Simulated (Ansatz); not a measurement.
## Structural relaxation of SiC(10-10)/MgS(100) interface (76 atoms)

How does SiC(10-10)/MgS(100) interface (76 atoms) relax, and what do bonds, charges and levels look like afterwards?

Main program and level: Ansatz 0.2.0; Kohn-Sham DFT, PBE, PAW (set soft_2), plane waves.

### 1. The structure

The cell holds 76 atoms: 24 Si, 24 C, 14 Mg and 14 S. Its edges and angles: a = 11.823 Å, b = 7.958 Å, c = 10.748 Å, α = 90.0°, β = 90.0°, γ = 98.0°. It derives from SiC and MgS. Wurtzite SiC(10-10), 2 repeat layers, 6 surface cells, strained -0.00 and +0.00 %; rock-salt MgS(100), 2 layers, 7 cells, +1.68 and -3.21 %; outer planes 2.43 Å apart and 2.15 Å at the second interface of the periodic stack; not relaxed, displaced by a Gaussian of 0.02 Å. Regions: SiC, 48 atoms (24 Si and 24 C); MgS, 28 atoms (14 Mg and 14 S).

What the set-up can't give: The host structure and its lattice constant were typed by rule, without a check against the phase diagram.

### 2. Single point at the start

A single point comes first, to see the forces before anything moves.

input.yaml reads:

```yaml
crystal:
  lattice:
    - [11.8227, 0.0, 0.0]
    - [-1.10952, 7.88027, 0.0]
    - [0.0, 0.0, 10.74772]
  atoms:
    - { symbol: Si, position: [0.66589, 0.33604, 0.99843] }
    - { symbol: C, position: [0.7937, 0.46316, 0.08219] }
    - { symbol: Si, position: [0.9169, 0.33836, 0.08399] }
    - { symbol: C, position: [0.87493, 0.13036, 4.0e-05] }
    [... 66 atom lines left out ...]
    - { symbol: Mg, position: [0.9944, 0.4661, 0.80178] }
    - { symbol: S, position: [0.77828, 0.32284, 0.80124] }
    - { symbol: Mg, position: [0.77733, 0.32466, 0.55566] }
    - { symbol: S, position: [0.7121, 0.61033, 0.55793] }
    - { symbol: Mg, position: [0.70791, 0.60524, 0.80007] }
    - { symbol: S, position: [0.49145, 0.46972, 0.80153] }
kpoints:
  mp_grid: { grid: [1, 2, 1] }
hamiltonian:
  xc: pbe
scf:
  occupations: { method: gaussian, width: 0.025 }
output:
  forces: true
  stress: true
  populations: true
  dos:
    method: { smearing: { sigma: 0.15 } }
    de: 0.1
    projected:
      site_lists:
        C: [C]
        Mg: [Mg]
        S: [S]
        Si: [Si]
        SiC: [0, 1, 2, 3, 4, 5, 6, 7, 8, 9, 10, 11, 12, 13, 14, 15, 16, 17, 18, 19, 20, 21, 22, 23, 24, 25, 26, 27, 28, 29, 30, 31, 32, 33, 34, 35, 36, 37, 38, 39, 40, 41, 42, 43, 44, 45, 46, 47]
        MgS: [48, 49, 50, 51, 52, 53, 54, 55, 56, 57, 58, 59, 60, 61, 62, 63, 64, 65, 66, 67, 68, 69, 70, 71, 72, 73, 74, 75]
  eigenvalues: true
```

The run is started by

```
$ ansatz run input.yaml --threads 4 --pin off --max-ram 8192MiB --backend cpu --events-out ev --progress --plain --runs-dir out
```

It took 15 s on 4 threads of Intel Xeon Platinum 8488C (Sapphire Rapids), shared host; peak memory 2.9 GiB.

The run gave:

```yaml
free_energy: -60851.2340 eV
free_energy_per_atom: -800.6741 eV/atom
scf_cycles: 10
pressure: 3.423 GPa
r_m_s_force_component: 1.048 eV/Å
longest_force: 3.108 eV/Å
fermi_energy: 9.034 eV
levels_partly_filled_by_over_2_per_cent: 3
spilling_of_the_projection: 0.01146
```

The r.m.s. force component of 1.0 eV/Å and the pressure of 3.4 GPa set the starting point.

Length of the force by element:

```
element  coordination  atoms  mean length of the force (eV/Å)  spread  least  most
      C           all     24                             1.62   0.603  0.357  2.86
     Mg           all     14                             1.35   0.599  0.541  2.66
      S           all     14                             1.14   0.424  0.380  2.06
     Si           all     24                             2.23   0.574  0.898  3.11
```

### 3. Relaxation

The atoms are relaxed in the fixed cell, aiming at the force tolerance of the input.

input.yaml, the sections that differ from step 2:

```yaml
output:
  forces: true
relax:
  f_tol: 0.05
  max_steps: 200
# crystal, kpoints, hamiltonian, scf: as in step 2
```

Elapsed: 63 s, on 4 threads; peak memory 3 GiB; 3.9 min of CPU time.

Relaxation path:

```
step  energy less that of the first step (eV)  largest force component (eV/Å)
   1                                   0.0000                          2.9299
   2                                  -7.3676                          1.8121
   3                                 -10.6300                          1.7701
   4                                 -11.8203                          0.9780
   5                                 -12.3996                          1.5381
   6                                 -12.6296                          0.4105
   7                                 -12.4866                          0.6585
   8                                 -12.6922                          0.0629
   9                                 -12.6866                          0.1103
  10                                 -12.7015                          0.0301
```

Relaxation steps 7, 9 were tried and not accepted.

The atoms that moved most (Å):

```
atom      dx      dy      dz  length
Mg69   0.233  -0.244  -0.479   0.586
 S72  -0.526   0.187   0.122   0.571
 S68  -0.082  -0.219  -0.496   0.549
Mg53   0.423  -0.270  -0.216   0.546
Mg73  -0.422   0.093  -0.288   0.520
 S54   0.285  -0.394  -0.179   0.518
 S76  -0.048   0.072   0.492   0.499
Mg75  -0.133   0.457  -0.002   0.476
```

The relaxation changed the energy by -167 meV/atom, and atoms moved by 0.28 Å r.m.s., 0.59 Å at most.

### 4. Structure statistics after relaxation

Density 2.90 g/cm³, 13.18 Å³ an atom.

g(r), total and by pair (bins of 0.2 Å):

```
r (Å)  total    C-C   C-Si  C-Mg   C-S  Si-Si  Si-Mg
 1.70   0.40   0.00   1.99  0.00  0.00   0.00   0.00
 1.90   2.91   0.00  14.39  0.00  0.36   0.00   0.00
 2.10   0.19   0.00   0.49  0.50  0.00   0.00   0.00
 2.30   0.29   0.00   0.00  0.71  0.00   0.00   0.00
 2.50   0.80   0.00   0.00  0.40  0.00   0.00   0.00
 2.70   0.46   0.00   0.00  0.33  0.00   0.18   0.33
 2.90   1.02   2.06   0.00  0.15  0.70   4.39   0.86
 3.10   3.03  13.49   1.05  0.48  0.59  10.96   1.11
 3.30   1.00   0.39   1.15  0.66  1.40   0.66   0.98
 3.50   1.52   0.00   4.13  0.79  1.07   0.00   0.77
 3.70   1.16   0.00   2.53  0.61  0.78   0.00   0.86
 3.90   0.48   0.00   0.00  0.84  0.31   0.27   0.84
 4.10   0.53   0.41   0.00  1.06  0.71   0.57   0.29
 4.30   0.96   1.41   1.34  0.38  0.39   1.25   0.45
 4.50   1.07   0.84   2.62  0.77  0.53   0.63   0.58
 4.70   0.94   0.00   3.26  0.59  0.48   0.00   0.48
 4.90   0.67   0.40   0.35  0.89  1.03   0.62   0.54
 5.10   0.89   1.65   0.03  0.82  0.69   1.96   0.95
 5.30   1.25   3.55   0.10  0.68  1.00   3.21   1.09
 5.50   0.94   0.47   0.86  0.94  1.14   0.33   1.29
 5.70   1.17   0.58   0.85  1.38  1.21   1.01   1.47
 5.90   1.25   2.82   0.71  0.95  1.16   2.15   0.92
 6.10   1.30   1.15   1.11  1.62  1.24   1.38   1.25
 6.30   1.11   0.14   1.46  1.44  1.31   0.18   1.25
 6.50   0.90   0.00   1.30  1.35  1.16   0.00   1.17
 6.70   0.74   0.00   0.47  1.21  1.38   0.00   1.06
 6.90   0.90   0.67   0.96  0.95  1.18   0.67   1.40
 7.10   0.72   0.11   0.48  1.31  0.99   0.35   0.98
```

### 5. Single point at the relaxed geometry

One more single point at the end of the walk gives the fuller output and checks the residual forces.

input.yaml reads:

```yaml
crystal:
  lattice:
    - [11.8227, 0.0, 0.0]
    - [-1.10952, 7.88027, 0.0]
    - [0.0, 0.0, 10.74772]
  atoms:
    - { symbol: Si, position: [0.67745, 0.33944, 0.00725] }
    - { symbol: C, position: [0.79987, 0.46308, 0.08559] }
    - { symbol: Si, position: [0.92073, 0.33319, 0.08123] }
    - { symbol: C, position: [0.87955, 0.12274, 0.00293] }
    [... 66 atom lines left out ...]
    - { symbol: Mg, position: [0.02198, 0.46161, 0.80764] }
    - { symbol: S, position: [0.73604, 0.34659, 0.81256] }
    - { symbol: Mg, position: [0.74274, 0.33646, 0.52883] }
    - { symbol: S, position: [0.69945, 0.62551, 0.57147] }
    - { symbol: Mg, position: [0.70206, 0.66317, 0.79986] }
    - { symbol: S, position: [0.48828, 0.4788, 0.84728] }
kpoints:
  mp_grid: { grid: [1, 2, 1] }
hamiltonian:
  xc: pbe
scf:
  occupations: { method: gaussian, width: 0.025 }
output:
  forces: true
  stress: true
  populations: true
  dos:
    method: { smearing: { sigma: 0.1 } }
    de: 0.1
    projected:
      site_lists:
        C: [C]
        Mg: [Mg]
        S: [S]
        Si: [Si]
        SiC: [0, 1, 2, 3, 4, 5, 6, 7, 8, 9, 10, 11, 12, 13, 14, 15, 16, 17, 18, 19, 20, 21, 22, 23, 24, 25, 26, 27, 28, 29, 30, 31, 32, 33, 34, 35, 36, 37, 38, 39, 40, 41, 42, 43, 44, 45, 46, 47]
        MgS: [48, 49, 50, 51, 52, 53, 54, 55, 56, 57, 58, 59, 60, 61, 62, 63, 64, 65, 66, 67, 68, 69, 70, 71, 72, 73, 74, 75]
  eigenvalues: true
  write_density: true
  write_potential: true
  volumetric_format: npy
```

The job ended after 14 s (4 threads; peak memory 2.9 GiB).

Numbers from this run:

- free energy: -60863.9355 eV
- free energy per atom: -800.8413 eV/atom
- SCF cycles: 8
- pressure: 7.295 GPa
- r.m.s. force component: 0.00811 eV/Å
- longest force: 0.03298 eV/Å
- Fermi energy: 9.191 eV
- gap (highest filled to lowest empty level): 0.3378 eV
- spilling of the projection: 0.01101

Löwdin charges by element (they lack the spilled electrons, 0.060 e an atom on average):

```
element  coordination  atoms  mean charge (e)  spread  least    most
      C           all     24            -1.05   0.097  -1.21  -0.812
     Mg           all     14             1.46  0.0178   1.42    1.48
      S           all     14            -1.02   0.198  -1.23  -0.535
     Si           all     24            0.982   0.122  0.602    1.08
```

By region:

```
region  atoms  mean length of the force (eV/Å)
   SiC     48                             0.01
   MgS     28                            0.016
```

Density of states as counts of states in windows of 1 eV (from the Fermi level), total and the larger projections:

```
from (eV)  to (eV)  total   SiC   C p   MgS   S p  Si p  Si s
      -10       -9    3.0   2.8   1.4   0.1   0.1   0.5   0.8
       -9       -8   18.0  16.8   8.3   1.1   0.8   2.5   5.0
       -8       -7   11.5  10.3   4.9   1.1   0.8   2.4   1.7
       -7       -6   19.9  15.4   7.9   4.4   3.4   4.8   1.5
       -6       -5   34.8  19.1  10.5  15.4  12.8   6.1   1.3
       -5       -4   32.3  20.0  12.3  11.8  10.6   6.1   0.9
       -4       -3   40.0  22.0  15.0  17.1  16.4   5.8   0.5
       -3       -2   40.1  19.8  14.8  19.3  18.7   4.4   0.3
       -2       -1   21.7  13.6  11.1   7.3   7.0   1.8   0.2
       -1        0    6.6   4.5   2.9   1.8   1.5   1.2   0.2
        0        1    6.7   4.8   1.4   1.2   0.7   2.8   0.5
        1        2   11.4   6.7   2.0   3.2   1.2   3.5   0.8
        2        3   18.7   8.7   1.8   5.0   1.3   4.6   1.2
        3        4   28.7  14.2   2.6   5.3   1.4   7.3   2.0
        4        5   32.6  14.9   3.1   4.3   1.2   7.7   2.2
```

Between -26 and -10 eV lie 76 more states.

The stored curve holds about 304 of the 416 electrons; the rest, give or take the few that broadening carries across the Fermi level, lie in deeper levels below its range.

The levels nearest the highest filled one (over half full), pooled over k-points and spins:

```
level less the highest filled one (eV)  occupation
                                -0.840           2
                                -0.787           2
                                -0.766           2
                                -0.625           2
                               -0.0539           2
                                     0           2
                                 0.338           0
                                 0.340           0
                                 0.724           0
                                 0.791           0
                                 0.897           0
                                 0.979           0
```

Planar average of the electrostatic potential energy along the normal, with the Fermi level as zero, after a running mean with a triangular window 4 Å wide at its base:

```
height (Å)  potential energy (eV)
       0.0                  -8.14
       0.3                  -8.81
       0.6                  -9.24
       0.9                  -9.36
       1.2                  -9.23
       1.5                  -9.00
       1.8                  -8.87
       2.1                  -8.92
       2.4                  -9.10
       2.7                  -9.24
       3.0                  -9.16
       3.3                  -8.79
       3.6                  -8.15
       3.9                  -7.35
       4.2                  -6.55
       4.5                  -5.92
       4.8                  -5.56
       5.1                  -5.48
       5.5                  -5.66
       5.8                  -5.69
       6.1                  -5.53
       6.4                  -5.20
       6.7                  -4.88
       7.0                  -4.68
       7.3                  -4.66
       7.6                  -4.81
       7.9                  -5.12
       8.2                  -5.47
       8.5                  -5.71
       8.8                  -5.75
       9.1                  -5.65
       9.4                  -5.61
       9.7                  -5.78
      10.0                  -6.23
      10.3                  -6.92
      10.6                  -7.74
```

Mean Löwdin charges: C -1.05, Mg +1.46, S -1.02, Si +0.98 e (they miss 1.1 % of the electrons, so they add up to more than the cell's charge). Within 0.4 eV of the Fermi level the largest share is Si p (44 % of the projected weight).

1 further run on a deliberately doubtful input is not shown.

### 6. Outcome

```
energy change in the relaxation                      : -167.1 meV/atom
r.m.s. displacement                                  : 0.28 Å
largest displacement                                 : 0.586 Å
free energy per atom                                 : -800.8413 eV/atom
density                                              : 2.904 g/cm³
pressure                                             : 7.295 GPa
r.m.s. force component                               : 0.00811 eV/Å
gap (highest filled to lowest empty level)     : 0.3378 eV
wall time of the 4 DFT runs, those left out included : 2.3 min
```

**Reading.** Relaxation lowers the energy by 167 meV/atom and moves atoms by 0.28 Å r.m.s.; the r.m.s. force component goes from 1.0 to 0.0081 eV/Å, the pressure goes from 3.4 to 7.3 GPa. First to last step the energy falls by 12.702 eV; the largest move, 0.59 Å, is that of Mg69. The highest filled and lowest empty levels differ by 0.338 eV on the run's k-points; the mesh holds the band edges only if they fold onto it, so the gap at this level can be narrower or closed, while semilocal functionals tend to narrow gaps against experiment.

Caveats: The pressure of 7.3 GPa means that a free cell would grow at this level.

[Logs are printed without paths, hosts, clocks, repeated set-up lines and the standing remarks that a program may print on its own settings, such as how far it seeks lower states.]

[Hosts, paths, dates, database ids (printed as entryN), source tags and the programs' standing remarks are cut or masked in the printed files.]
